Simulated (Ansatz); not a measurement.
# Debugging a many-body input for LaVO4 (P2_1/c)

What is wrong with this input for LaVO4 (P2_1/c)?

Method: G0W0 on r2SCAN, plane waves, PAW, in Ansatz 0.2.0.

## Step 1: Set-up

The structure is monoclinic, space group P2_1/c (No. 14). The conventional cell has a = 6.725 Å, b = 7.283 Å, c = 8.399 Å, α = 90.00°, β = 125.80°, γ = 90.00°. Nearest to La lie 9 O at 2.49 to 2.89 Å. Nearest to V lie 4 O at 1.70 to 1.72 Å. O has 1 V at 1.72 Å and 2 La at 2.49 to 2.53 Å nearest. O has 1 V at 1.70 Å and 2 La at 2.50 to 2.53 Å nearest. Nearest to O lie 1 V at 1.70 Å and 2 La at 2.52 to 2.68 Å. Nearest to O lie 1 V at 1.72 Å and 3 La at 2.56 to 2.89 Å. Farther neighbours and most contacts between anions are not listed.

The cell and positions come from the Crystallography Open Database and are kept as given unless a step says otherwise. Spin-orbit coupling is left out unless a step names it. The default PAW set here is soft_2. Its files were made with PBE.

## Step 2: First try

input.yaml reads:

```yaml
crystal:
  lattice:
    - [6.725, 0.0, 0.0]
    - [0.0, 7.2827, 0.0]
    - [-4.9123006198, 0.0, 6.8121466218]
  atoms:
    - { symbol: La, position: [0.827399, 0.157198, 0.723776] }
    - { symbol: La, position: [0.172601, 0.657198, 0.776224] }
    - { symbol: La, position: [0.172601, 0.842802, 0.276224] }
    - { symbol: La, position: [0.827399, 0.342802, 0.223776] }
    - { symbol: V, position: [0.31429, 0.16481, 0.69917] }
    - { symbol: V, position: [0.68571, 0.66481, 0.80083] }
    - { symbol: V, position: [0.68571, 0.83519, 0.30083] }
    - { symbol: V, position: [0.31429, 0.33519, 0.19917] }
    - { symbol: O, position: [0.8171, 0.4979, 0.7446] }
    - { symbol: O, position: [0.1829, 0.9979, 0.7554] }
    - { symbol: O, position: [0.1829, 0.5021, 0.2554] }
    - { symbol: O, position: [0.8171, 0.0021, 0.2446] }
    - { symbol: O, position: [0.6098, 0.2795, 0.3821] }
    - { symbol: O, position: [0.3902, 0.7795, 0.1179] }
    - { symbol: O, position: [0.3902, 0.7205, 0.6179] }
    - { symbol: O, position: [0.6098, 0.2205, 0.8821] }
    - { symbol: O, position: [0.6587, 0.895, 0.4829] }
    - { symbol: O, position: [0.3413, 0.395, 0.0171] }
    - { symbol: O, position: [0.3413, 0.105, 0.5171] }
    - { symbol: O, position: [0.6587, 0.605, 0.9829] }
    - { symbol: O, position: [0.8898, 0.8436, 0.8857] }
    - { symbol: O, position: [0.1102, 0.3436, 0.6143] }
    - { symbol: O, position: [0.1102, 0.1564, 0.1143] }
    - { symbol: O, position: [0.8898, 0.6564, 0.3857] }
kpoints:
  mp_grid: { grid: [1, 1, 1] }
hamiltonian:
  xc: r2scan
scf:
  occupations: { method: fixed }
gw:
  n_empty_bands: 542
  ecut_chi: 80
  qp_bands: [v4, c4]
  qp_kpoints: band_edges
  screening: { model: contour_deformation }
```

Launch:

```
> ansatz run input.yaml --threads 24 --pin off --max-ram 82944MiB --backend cuda --events-out ev --progress --plain --runs-dir out --devices 1 --max-vram 78GiB
```

Numbers of over 12 decimals in the logs are rounded to 6 here.

The log of the run:

```text
GPUs: using 1 of 1 available (devices: 1).
Engine: ansatz 0.2.0, aarch64-unknown-linux-gnu
Pseudopotentials: kind: paw
Pseudopotential: La, paw, valence charge 11, recommended cutoff 500 eV (meta_gga), La.paw.azcp
Pseudopotential: V, paw, valence charge 13, recommended cutoff 500 eV (meta_gga), V.paw.azcp
Pseudopotential: O, paw, valence charge 6, recommended cutoff 500 eV (meta_gga), O.paw.azcp
Functional definition: r2SCAN
  parameter k0 = 0.174
  parameter k1 = 0.065
  parameter a1 = 4.9479
  exchange = r2scan_x(k0 = k0, k1 = k1, a1 = a1)
  correlation = r2scan_c
device memory: the entry about to start is reckoned to put 2.7 GiB on a device that reports 171.7 GiB free (of which the cap on the GPU budget leaves the run 78.0 GiB)
GPU FFT provider: cuFFT
GPU libraries: cuBLAS 13.8.1, cuFFT 12.4.0, cuSOLVER 12.3.2
GPU matrix products: emulated (plane waves: as basis.precision tells), large ones in fixed point in workspaces of 1.00 GiB
Crystal: 24 atoms, lattice volume = 333.633 Å³
Basis set: ecut = 500 eV, 8465 PW (Γ), exchange–correlation on 200×216×256 points (64 copies of the dense FFT grid, shifted against one another)
Bands: 120, of which v1, the nominal top of the filled ones, is band 96 counted from 1 (95 counted from 0)
Symmetry: 4 space group operations
Space group: P21/c (ITA 14), of the structure as read, at distance tolerance 6.9e-5 Å
k-points: 1
Non-local potential: La, projectors of the file, l = 0: 3, l = 1: 2, l = 2: 2, l = 3: 3
Non-local potential: V, projectors of the file, l = 0: 3, l = 1: 2, l = 2: 3, l = 3: 1
Non-local potential: O, projectors of the file, l = 0: 2, l = 1: 2, l = 2: 1
PAW form: soft (Blöchl's): semilocal exchange-correlation on the pseudo side does not see the compensation charge
PAW frozen core: La, regenerated for the run's functional (the file was generated under x = pbe(κ = 0.804, μ = 0.219515), c = pbe(β = 0.066725))
PAW frozen core: V, regenerated for the run's functional (the file was generated under x = pbe(κ = 0.804, μ = 0.219515), c = pbe(β = 0.066725))
PAW frozen core: O, regenerated for the run's functional (the file was generated under x = pbe(κ = 0.804, μ = 0.219515), c = pbe(β = 0.066725))
PAW one-centre angular grid: La, 974 points (default); XC on 160 Gauss nodes
PAW one-centre angular grid: V, 590 points (default); XC on 160 Gauss nodes
PAW one-centre angular grid: O, 302 points (default); XC on 160 Gauss nodes
Initial density: superposition of atomic densities (neutral atoms: chi_scale 0, normalization atom), corrected by the library's trained network
Initial wavefunctions: pseudopotential atomic-orbital guess
GPU buffer pool allocated for 172800 grid points (all kernels)
GPU transforms: local potential and band sums: pruned to the plane-wave sphere, on 50×54×64
Functional: x = r2scan, c = r2scan; τ floored in thin density (d = 2e-4 eV/Å³)
SCF iter   1: F=—  HF=-45860.752830 eV  |F-HF|=—  |Δ(HF+E_count)|=         —  Δρ=2.41e-2  dr2=2.29e0  dr2_τ=1.47e0  ethr=1.77e-3  ⟨swp⟩=4.0  Hψ=367  notcnv=0  defer=17
preconditioner: auto → Resta (q_TF=auto, 2.488 Å⁻¹)  ε∞=5.1  [insulator: Δε(μ)=4.531 eV  Ē_g=12.446 eV  n_scr=82 (ndim 8)  ℏωp=25.1 eV  f_vac=0.045  ε∞_Penn≈5.1]
SCF iter   2: F=—  HF=-45861.180118 eV  |F-HF|=—  |Δ(HF+E_count)|=   4.27e-1  Δρ=2.31e-2  dr2=1.86e0  dr2_τ=1.95e-1  ethr=1.19e-3  ⟨swp⟩=3.0  Hψ=244  notcnv=0  defer=19
SCF iter   3: F=—  HF=-45860.954964 eV  |F-HF|=—  |Δ(HF+E_count)|=   2.25e-1  Δρ=4.90e-3  dr2=6.69e-2  dr2_τ=3.35e-3  ethr=9.70e-4  ⟨swp⟩=3.0  Hψ=161  notcnv=0  defer=17
SCF iter   4: F=—  HF=-45860.945593 eV  |F-HF|=—  |Δ(HF+E_count)|=   9.37e-3  Δρ=2.12e-3  dr2=1.58e-2  dr2_τ=1.03e-3  ethr=3.48e-5  ⟨swp⟩=3.0  Hψ=193  notcnv=0  defer=22
SCF iter   5: F=—  HF=-45860.944062 eV  |F-HF|=—  |Δ(HF+E_count)|=   1.53e-3  Δρ=6.29e-4  dr2=1.22e-3  dr2_τ=1.46e-4  ethr=8.21e-6  ⟨swp⟩=2.0  Hψ=154  notcnv=0  defer=22
[...]
SCF 1 converged in 10 iterations: F = -45860.944012 eV  dr2 = 4.10e-8
[...]
device memory: the entry about to start is reckoned to put 2.7 GiB on a device that reports 171.7 GiB free (of which the cap on the GPU budget leaves the run 78.0 GiB)
NSCF: frozen V_eff on 1 k-points
[...]
device memory: the entry about to start is reckoned to put 1.9 GiB on a device that reports 171.8 GiB free (of which the cap on the GPU budget leaves the run 78.0 GiB)
NSCF: frozen V_eff on 1 k-points
G₀W₀ screening: q 1/1
G₀W₀ self-energy: k 1/1
device memory: the entry about to start is reckoned to put 1.0 GiB on a device that reports 171.6 GiB free (of which the cap on the GPU budget leaves the run 78.0 GiB)
NSCF: frozen V_eff on 1 k-points
device memory: the entry about to start is reckoned to put 1.0 GiB on a device that reports 171.6 GiB free (of which the cap on the GPU budget leaves the run 78.0 GiB)
NSCF: frozen V_eff on 1 k-points
device memory: the entry about to start is reckoned to put 1.0 GiB on a device that reports 171.6 GiB free (of which the cap on the GPU budget leaves the run 78.0 GiB)
NSCF: frozen V_eff on 1 k-points
device memory: the entry about to start is reckoned to put 1.0 GiB on a device that reports 171.6 GiB free (of which the cap on the GPU budget leaves the run 78.0 GiB)
NSCF: frozen V_eff on 1 k-points
device memory: the entry about to start is reckoned to put 1.0 GiB on a device that reports 171.6 GiB free (of which the cap on the GPU budget leaves the run 78.0 GiB)
NSCF: frozen V_eff on 1 k-points
device memory: the entry about to start is reckoned to put 1.0 GiB on a device that reports 171.6 GiB free (of which the cap on the GPU budget leaves the run 78.0 GiB)
NSCF: frozen V_eff on 1 k-points
device memory: the entry about to start is reckoned to put 1.0 GiB on a device that reports 175.0 GiB free (of which the cap on the GPU budget leaves the run 78.0 GiB)
NSCF: frozen V_eff on 1 k-points
device memory: the entry about to start is reckoned to put 1.0 GiB on a device that reports 181.6 GiB free (of which the cap on the GPU budget leaves the run 78.0 GiB)
NSCF: frozen V_eff on 1 k-points
device memory: the entry about to start is reckoned to put 1.0 GiB on a device that reports 182.3 GiB free (of which the cap on the GPU budget leaves the run 78.0 GiB)
NSCF: frozen V_eff on 1 k-points
SCF converged after 10 iterations
Free energy (F): -45860.944012 eV
Harris-Foulkes:  -45860.944012 eV  (|F-HF|=9.23e-9)
Internal energy: -45860.944012 eV  (E = F + TS)
E sigma→0 (E₀):  -45860.944012 eV
Fermi energy:    6.775736 eV
--- Per-component energies (eV) ---
  E_band       = -1439.842551
  E_kinetic    = 4929.221438
  E_local      = -13433.999553  (includes V_loc(G=0)·N_el)
  E_nonlocal   = 930.042078
  E_hartree    = 5330.423011
  E_xc         = -2213.530525
  E_vxc        = -3078.670373  (∫ρ·V_xc dr)
  E_paw        = -28782.727696  (= ΣΔE_a)
  E_vpaw       = -1641.094160  (= ΣTr[D̂ρ^β])
  E_aug_tail   = 0.017175  (compensation charges beyond the density's cutoff)
  E_vtau       = 193.795599  (kinetic-family band-sum trace: ∫τ·v_τ [+ j·A + Jᵃ·Aᵃ] dr)
  E_ewald      = -12619.089810
  E_core_change = -1.300129  (= ΣΔE_core)
  E_smearing   = -0.000000  (= −TS)
  E_closure    = -0.000000  (closes the sum)
  Σ components = -45860.944012   (vs F -45860.944012, Δ=0.00e0)
--- Band table (eV) ---
  k-point 0: bands = [... 92 lower, 6.6082, 6.6381, 6.6589, 6.7757, 10.8972, 11.0077, 11.0371, 11.0767, ... 20 higher]
--- G₀W₀: contour deformation, 6 samples at zero and on the imaginary axis and 0 off it, 1 q-point, 542 empty bands' worth ---
  eigenvalues of the whole cell's RPA ε∞ on this k-mesh (on a slab, of 1 + 4πα/V) = 3.7605, 3.7887, 4.6174; static W/v taken at q = 0 is 0.245834
  gw.qp_kpoints: band_edges: 1 of 1 stored k-point solved, in 1 pass; an edge of the gap read off the rows below is read off those points alone
    ik  band        ε_KS         Σx   Σc(E_QP)       V_xc       Z   E_QP_lin       E_QP  E_QP is
     0    93      6.6082   -25.7560     4.7076   -20.9466  0.7476     6.5063     6.5065  root
     0    94      6.6381   -25.6131     4.7303   -20.7875  0.7446     6.5427     6.5428  root
     0    95      6.6589   -25.5068     4.7140   -20.6829  0.7452     6.5489     6.5491  root
     0    96      6.7757   -25.8158     4.6533   -21.0988  0.7465     6.7120     6.7120  root
     0    97     10.8972   -15.9566    -6.0903   -23.9677  0.7443    12.8793    12.8180  root
     0    98     11.0077   -15.8858    -6.2001   -24.0055  0.7450    12.9882    12.9272  root
     0    99     11.0371   -15.9409    -6.2255   -24.0756  0.7430    13.0077    12.9463  root
     0   100     11.0767   -16.4571    -6.0476   -24.5014  0.7413    13.1418    13.0734  root
```

It took 4 s on 1 × NVIDIA GB200 (shared by 2 runs) with 24 threads of Arm Neoverse V2, shared host; peak memory 2.3 GiB.

Q: What is the fault?

The run ended normally, though the input holds a fault or crude settings.

The fault: G0W0 on a mesh far too coarse. So few points can't sample the density or the screening, and the band edges may lie elsewhere in the zone.

It printed a gap of 6.11 eV, which is an artefact of the settings.

## Step 3: A better input

Now the one-shot GW correction: screening in the RPA, then the self-energy of the levels asked for.

Changes to input.yaml since step 2:

```diff
@@ -31,3 +31,3 @@
 kpoints:
-  mp_grid: { grid: [1, 1, 1] }
+  mp_grid: { grid: [2, 2, 2] }
 hamiltonian:
@@ -37,4 +37,4 @@
 gw:
-  n_empty_bands: 542
-  ecut_chi: 80
+  n_empty_bands: 462
+  ecut_chi: 72
   qp_bands: [v4, c4]
```

The log of the run:

```text
GPUs: using 1 of 1 available (devices: 1).
[...]
Crystal: 24 atoms, lattice volume = 333.633 Å³
Basis set: ecut = 500 eV, 8465 PW (Γ), exchange–correlation on 200×216×256 points (64 copies of the dense FFT grid, shifted against one another)
Bands: 120, of which v1, the nominal top of the filled ones, is band 96 counted from 1 (95 counted from 0)
[... 1 set-up line as in the run before ...]
[...]
k-points: 8
[...]
SCF iter   1: F=—  HF=-45861.124810 eV  |F-HF|=—  |Δ(HF+E_count)|=         —  Δρ=2.32e-2  dr2=2.15e0  dr2_τ=1.44e0  ethr=1.77e-3  ⟨swp⟩=4.0  Hψ=2943  notcnv=0  defer=143
[...]
SCF iter   6: F=—  HF=-45861.328742 eV  |F-HF|=—  |Δ(HF+E_count)|=   3.95e-5  Δρ=3.01e-4  dr2=3.87e-4  dr2_τ=1.53e-5  ethr=6.58e-7  ⟨swp⟩=2.0  Hψ=1232  notcnv=0  defer=176
[...]
SCF 1 converged in 11 iterations: F = -45861.328708 eV  dr2 = 8.36e-9
[...]
SCF converged after 11 iterations
[...]
0   100     11.0579   -16.6198    -5.8265   -24.5159  0.7441    13.2006    13.1275  root
     1    93      6.5009   -25.4984     4.5216   -20.9561  0.7513     6.4802     6.4802  root
     1    94      6.5009   -25.4984     4.5216   -20.9561  0.7513     6.4802     6.4802  root
     1    95      6.7356   -25.4390     4.5218   -20.8789  0.7508     6.6973     6.6974  root
     1    96      6.7356   -25.4390     4.5218   -20.8789  0.7508     6.6973     6.6974  root
     1    97     10.8732   -16.0436    -5.8169   -23.8052  0.7483    12.8786    12.8179  root
     1    98     10.8732   -16.0436    -5.8169   -23.8052  0.7483    12.8786    12.8179  root
     1    99     11.0450   -16.4377    -5.8756   -24.3568  0.7467    13.1581    13.0885  root
[...]
7    97     10.9948   -16.3181    -5.7235   -24.0528  0.7475    13.0724    13.0059  root
     7    98     10.9948   -16.3181    -5.7235   -24.0528  0.7475    13.0724    13.0059  root
     7    99     11.0534   -16.3378    -5.6937   -24.0360  0.7486    13.1229    13.0579  root
     7   100     11.0534   -16.3378    -5.6937   -24.0360  0.7486    13.1229    13.0579  root
```

Elapsed: 8.7 s, on 1 × NVIDIA GB200 (shared by 2 runs) with 24 threads; peak memory 3.4 GiB.

Numbers from this step:

```
bands summed                                 : 558
RPA ε∞ on this mesh (eigenvalues)            : 3.811, 3.841, 4.330
plane waves in the screening matrix          : 453
q-points in the mesh                         : 8
G0W0 gap on the mesh                         : 5.882 eV
k of the valence top                         : -0.5, 0, 0
k of the conduction bottom                   : -0.5, -0.5, 0
starting gap on the mesh                     : 3.930 eV
Z at the valence top                         : 0.7524
Z at the conduction bottom                   : 0.7509
least direct G0W0 gap on the computed points : 5.987 eV
```

The gap on the mesh goes from 3.93 eV to 5.88 eV, a correction of +1.95 eV. Between the two edge states, bare exchange in place of the xc potential would open the gap by 12.20 eV, and correlation takes back 10.25 eV.

## Step 4: What came out

```
first try  : converged after 4 s
better run : G0W0 gap on the mesh 5.88 eV (2×2×2 mesh, 462 empty bands, screening to 72 eV)
```

The second run differs in: mesh, empty bands and screening cutoff (eV). Bands and cutoff are finite, so the gap is not at the basis limit. The miss can reach some tenths of an eV and take either sign; the mesh is an error of its own. The 2×2×2 mesh is coarse for this cell (its supercell is 13 Å along the shortest edge). The RPA ε∞ on it, from the r2SCAN start, is 3.81, 3.84 and 4.33; such meshes misread the long-range screening, most where the gap is narrow. Empty 4f levels lie among the conduction bands. Their place in the start is unsure; it enters the screening, and the edge itself where they lie low. The runs have no spin polarisation. For a closed low-spin shell that is the natural state; where a d or f shell is open it is a constraint, and the gap is then not the crystal's own. With d states at the gap, one-shot GW leans hard on its start. The many-body steps are scalar-relativistic: spin-orbit coupling is not in them.

[Paths, hosts, dates, memory and timing lines, banners, echoed tables and standing remarks are left out of the program output.]

[Logs are printed without paths, hosts, clocks, repeated set-up lines and the standing remarks that a program may print on its own settings, such as how far it seeks lower states.]

[Runs of the session that timed out or met a known fault of the program may be left out.]

[Cells called generated may have been cut or substituted from an entry of the Crystallography Open Database or the Materials Project.]

[Hosts, paths, dates, database ids (printed as entryN), source tags and the programs' standing remarks are cut or masked in the printed files.]
